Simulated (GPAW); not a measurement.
# InF3 (R-3c): one start, several treatments of the self-energy, part 2 of 2

Aim: compare treatments of exchange, screening and correlation for the gap of InF3 (R-3c).

GPAW 26.7.0; LDA and many-body steps on it, plane waves. Known limits of the many-body steps: not at the basis limit; no spin-orbit coupling.

So far. Step 2 (Empty states on the mesh, 4×4×4 mesh, 397 bands): On this mesh the gap is 4.001 eV. Step 3 (G0W0, Godby-Needs plasmon pole): The gap on the mesh goes from 4.00 eV to 7.52 eV, a correction of +3.52 eV.

### Step 5. G0W0, extrapolated in the cutoff

This step: G0W0 on LDA, plane waves, PAW.

run.py reads:

```python
import json
import numpy as np
from gpaw.mpi import world
from gpaw.response.g0w0 import G0W0

gw = G0W0('full.gpw',
    filename='gw',
    kpts=[0, 11],
    bands=(32, 36),
    ecut=130.0,
    integrate_gamma='WS',
    ppa=True,
    ecut_extrapolation=True)
gw.calculate()
res = {mode: {k: v for k, v in r.items() if k != 'sigma_eskwn'}
       for mode, r in gw.all_results.items()}

if world.rank == 0:
    with open('result.json', 'w') as f:
        json.dump(res, f, default=lambda x: x.tolist())
```

Launch:

```bash
$ mpirun -n 8 gpaw python run.py
```

Numbers of over 12 decimals in the logs are rounded to 6 here.

Output:

```text
Using integrator: PointIntegrator
FrequencyGridDescriptor(from 0.000+0.000j to 0.000+27.211j eV, 2 points)
Nonperiodic BCs:  [False False False]
Using integrator: PointIntegrator
FrequencyGridDescriptor(from 0.000+0.000j to 0.000+27.211j eV, 2 points)
Nonperiodic BCs:  [False False False]
  ___  _ _ _
 |   || | | |
 | | || | | |
 |__ ||_____|
 |___|

BZ k-points: Symmetries present (total): 6

  [... matrices ...]
64 k-points: 4 x 4 x 4 Monkhorst-Pack grid + [1/8,1/8,1/8]
14 k-points in the irreducible part of the Brillouin zone
       k-points in crystal coordinates                weights
   0:     0.00000000    0.00000000    0.00000000          1/64
   1:     0.25000000    0.00000000   -0.25000000          6/64
   2:     0.25000000    0.00000000    0.00000000          6/64
[...]
9:     0.50000000    0.25000000    0.00000000          6/64
          ...
  13:     0.50000000    0.50000000    0.50000000          1/64

Distributing spins, k-points and bands (1 x 2 x 4) over 8 processes
Number of blocks: 1

Quasi particle states:
k-points (IBZ indices): [0, 11]
Band range: (32, 36)
  [... matrices ...]
Computational parameters:
Extrapolating to infinite plane wave cut-off using points at:
  112.031 eV
  120.183 eV
  130.000 eV
Number of bands: 387
Coulomb cutoff: None
Broadening: 0.1 eV

fxc modes: GW
Kernel: RPA
Using Godby-Needs plasmon-pole approximation:
  Fitting energy: i*E0, E0 = 1.000 Hartree
Summing all q:

Calculating screened Coulomb potential
No Coulomb truncation
FrequencyGridDescriptor(from 0.000+0.000j to 0.000+27.211j eV, 2 points)
Removing empty qpoint cache files...

Calculating chi0 body with:
    Ground state adapter containing:
    Number of spins: 1
    Number of kpoints: 64
    Number of irreducible kpoints: 14
[...]
chi0_wGG: 4.570587 M / cpu
Integrating chi0 body.

Symmetries of q_c:
    Direct symmetries (Uq -> q): 6
    Indirect symmetries (TUq -> q): 0
In total 6 allowed symmetries.

  [... matrices ...]
14 groups of equivalent kpoints. 78.125% reduction.

Integral kind: response function
Integrating chi0 head and wings.

Symmetries of q_c:
    Direct symmetries (Uq -> q): 6
    Indirect symmetries (TUq -> q): 0
In total 6 allowed symmetries.

  [... matrices ...]
14 groups of equivalent kpoints. 78.125% reduction.

Integral kind: response function wings

Calculating chi0 body with:
    Ground state adapter containing:
    Number of spins: 1
    Number of kpoints: 64
    Number of irreducible kpoints: 14
    Number of completely occupied states: 34
    Number of partially occupied states: 34
    Occupied states memory: 22.243500 M / cpu

[... the further q-points ...]
Extrapolating selfenergy to infinite energy cutoff:
  Performing linear fit to 3 points
  Warning: Bad quality of linear fit for some (n,k).
           Higher cutoff might be necessary.
  Minimum R^2 = 0.4053. (R^2 Should be close to 1)
  [... matrices ...]
Results:
f:      Occupation numbers
eps:     KS-eigenvalues [eV]
vxc:     KS vxc [eV]
exx:     Exact exchange [eV]
sigma:   Self-energies [eV]
dsigma:  Self-energy derivatives
Z:       Renormalization factors
qp:      QP-energies [eV]

k-point 0 (0): (0.000, 0.000, 0.000)                GW
band       f     eps     vxc     exx   sigma  dsigma       Z      qp
                                                                   GW
  32   1.000  -1.022 -24.799 -32.263   5.183  -0.279   0.782  -2.806
  33   1.000  -1.022 -24.799 -32.263   5.183  -0.279   0.782  -2.806
  34   0.000   3.014 -16.532 -11.641  -2.887  -0.161   0.861   4.740
[...]
k-point 1 (11): (0.500, 0.500, 0.000)                GW
band       f     eps     vxc     exx   sigma  dsigma       Z      qp
                                                                   GW
[...]
34   0.000   5.573 -20.209 -14.518  -3.123  -0.191   0.840   7.729
  35   0.000   7.135 -21.280 -14.818  -3.530  -0.209   0.827   9.560
```

Run time: 28 min. Hardware: 8 MPI ranks of Intel Xeon Platinum 8259CL at 2.50GHz (Skylake/Cascade Lake), shared host; peak memory 6.7 GiB.

This step gave:

```yaml
quasiparticle_gap_on_the_points_computed: 7.462 eV
least_direct_quasiparticle_gap_on_the_computed_points: 7.546 eV
z_at_the_valence_top: 0.7916
z_at_the_conduction_bottom: 0.8614
starting_gap_on_the_mesh: 4.001 eV
k_of_the_valence_top: 0.5, 0.5, 0
k_of_the_conduction_bottom: 0, 0, 0
gaps_at_the_cutoffs_of_the_extrapolation: 7.405, 7.409, 7.417 eV
```

Against G0W0 in GPAW (4×4×4 mesh, 180 bands, screening to 78 eV, Godby-Needs plasmon pole), the gap moves by −0.056 eV.

### Step 6. One-shot Hartree-Fock

This step: one-shot Hartree-Fock levels on LDA orbitals, plane waves, PAW.

run.py reads:

```python
import json
import numpy as np
from gpaw.mpi import world
from gpaw.hybrids.eigenvalues import non_self_consistent_eigenvalues

dft, vxc, vxc_hyb = non_self_consistent_eigenvalues('full.gpw', 'EXX', 32, 36, kpt_indices=[0, 11])
res = {'dft': dft[0], 'hybrid': (dft - vxc + vxc_hyb)[0]}
if world.rank == 0:
    with open('hybrid.txt', 'w') as f:
        for k, e0, e1 in zip([0, 11], res['dft'], res['hybrid']):
            print(k, ' '.join(f'{x:9.4f}' for x in e0), '|', ' '.join(f'{x:9.4f}' for x in e1), file=f)

if world.rank == 0:
    with open('result.json', 'w') as f:
        json.dump(res, f, default=lambda x: x.tolist())
```

Launch:

```bash
$ mpirun -n 8 gpaw python run.py
```

Output:

```text
IBZ(<points: 14, symmetries: 6>)
Occupied bands: 34
Transforming wave functions from IBZ to BZ: 0.052 seconds
Distributing wave functions and iFFT-ing to real space: 0.540 seconds
Calculating eigenvalues:
  k-points: 2
  Bands: 32-35 (inclusive)
  Seconds: 4.416 (wave-function broadcasting: 0.021 seconds)
HSE06-eigenvalue shifts:
  min: -7.482 eV
  ave: -0.618 eV
  max: 7.126 eV
```

It took 8.6 s on 8 MPI ranks; peak memory 3.2 GiB; 66 s of CPU time.

This step gave:

* starting gap on the mesh: 4.001 eV
* hybrid gap on the mesh: 15.71 eV
* least direct hybrid gap on the computed points: 16.39 eV

### Step 7. G0W0, full frequency, Hilbert transform

This step: G0W0 on LDA, plane waves, PAW.

run.py reads:

```python
import json
import numpy as np
from gpaw.mpi import world
from gpaw.response.g0w0 import G0W0

gw = G0W0('full.gpw',
    filename='gw',
    kpts=[0, 11],
    bands=(32, 36),
    ecut=78,
    nbands=180,
    integrate_gamma='WS',
    frequencies={'type': 'nonlinear', 'domega0': 0.1, 'omega2': 15.0},
    eta=0.1,
    nblocksmax=True)
gw.calculate()
res = {mode: {k: v for k, v in r.items() if k != 'sigma_eskwn'}
       for mode, r in gw.all_results.items()}

if world.rank == 0:
    with open('result.json', 'w') as f:
        json.dump(res, f, default=lambda x: x.tolist())
```

Launch:

```bash
$ mpirun -n 8 gpaw python run.py
```

Output:

```text
Using integrator: PointIntegrator
NonLinearFrequencyDescriptor(from 0.000 to 88.525 eV, 258 points)
Nonperiodic BCs:  [False False False]
Using integrator: PointIntegrator
NonLinearFrequencyDescriptor(from 0.000 to 88.525 eV, 258 points)
Nonperiodic BCs:  [False False False]
  ___  _ _ _
 |   || | | |
 | | || | | |
 |__ ||_____|
 |___|

BZ k-points: Symmetries present (total): 6

  [... matrices ...]
64 k-points: 4 x 4 x 4 Monkhorst-Pack grid + [1/8,1/8,1/8]
14 k-points in the irreducible part of the Brillouin zone
       k-points in crystal coordinates                weights
[...]
GW
  32   1.000  -1.022 -24.799 -32.263   5.447  -0.299   0.770  -2.574
  33   1.000  -1.022 -24.799 -32.263   5.447  -0.299   0.770  -2.574
  34   0.000   3.014 -16.532 -11.641  -2.590  -0.173   0.853   4.976
[...]
k-point 1 (11): (0.500, 0.500, 0.000)                GW
band       f     eps     vxc     exx   sigma  dsigma       Z      qp
                                                                   GW
[...]
34   0.000   5.573 -20.209 -14.518  -2.639  -0.229   0.814   8.056
  35   0.000   7.135 -21.280 -14.818  -2.951  -0.205   0.830  10.049
```

It took 9.9 min on 8 MPI ranks; peak memory 4.5 GiB.

This step gave:

| Item | Value |
| --- | --- |
| G0W0 gap on the points computed | 7.443 eV |
| least direct G0W0 gap on the computed points | 7.551 eV |
| starting gap on the mesh | 4.001 eV |
| k of the valence top | 0.5, 0.5, 0 |
| k of the conduction bottom | 0, 0, 0 |

Against G0W0 in GPAW (4×4×4 mesh, 180 bands, screening to 78 eV, Godby-Needs plasmon pole), the gap moves by −0.075 eV.

### Step 8. The runs together

Times are wall times on 8 MPI ranks of Intel Xeon Platinum 8259CL at 2.50GHz (Skylake/Cascade Lake), shared host, good to a factor of about two.

```
                                    run   mesh  bands  screening cutoff (eV)  DFT gap (eV)  gap on the mesh (eV)  direct (eV)     time
         G0W0, Godby-Needs plasmon pole  4×4×4    180                     78         4.001                 7.518        7.645    8 min
                         one-shot HSE06  4×4×4      -                      -         4.001                 6.564        6.674     10 s
       G0W0, extrapolated in the cutoff  4×4×4      -                    130         4.001                 7.462        7.546   28 min
                  one-shot Hartree-Fock  4×4×4      -                      -         4.001                15.706       16.391    8.6 s
G0W0, full frequency, Hilbert transform  4×4×4    180                     78         4.001                 7.443        7.551  9.9 min
```

### Step 9. Summary of results

| Quantity | Value |
| --- | --- |
| G0W0, Godby-Needs plasmon pole | 7.518 eV |
| one-shot HSE06 | 6.564 eV |
| G0W0, extrapolated in the cutoff | 7.462 eV |
| one-shot Hartree-Fock | 15.706 eV |
| G0W0, full frequency, Hilbert transform | 7.443 eV |
| known limits | not at the basis limit; no spin-orbit coupling |

What this shows: One-shot HSE06: −0.954 eV against G0W0, Godby-Needs plasmon pole. G0W0, extrapolated in the cutoff: −0.056 eV against G0W0, Godby-Needs plasmon pole, at other bands or cutoff, so not like for like. One-shot Hartree-Fock: +8.188 eV against G0W0, Godby-Needs plasmon pole. G0W0, full frequency, Hilbert transform: −0.075 eV against G0W0, Godby-Needs plasmon pole. Bare exchange alone opens the gap to 15.71 eV; against G0W0, correlation takes back 8.19 eV. One-shot hybrid levels are evaluated on the LDA orbitals. Bands and cutoff are finite, so the gap is not at the basis limit. The miss can reach some tenths of an eV and take either sign; the mesh is an error of its own. These stock PAW sets were not made for GW. In the G0W0 runs levels were corrected at 2 k points alone, so a gap called «on the mesh» is the least over those, and an edge elsewhere would be missed. The program warns of a poor linear fit in the extrapolation of some level, so the extrapolated values are rough. The many-body steps are scalar-relativistic: spin-orbit coupling is not in them.

[Paths, hosts, dates, memory and timing lines, banners, echoed tables and standing remarks are left out of the program output.]

[Logs are printed without paths, hosts, clocks, repeated set-up lines and the standing remarks that a program may print on its own settings, such as how far it seeks lower states.]

[Runs of the session that timed out or met a known fault of the program may be left out.]

[Hosts, paths, dates, database ids (printed as entryN), source tags and the programs' standing remarks are cut or masked in the printed files.]
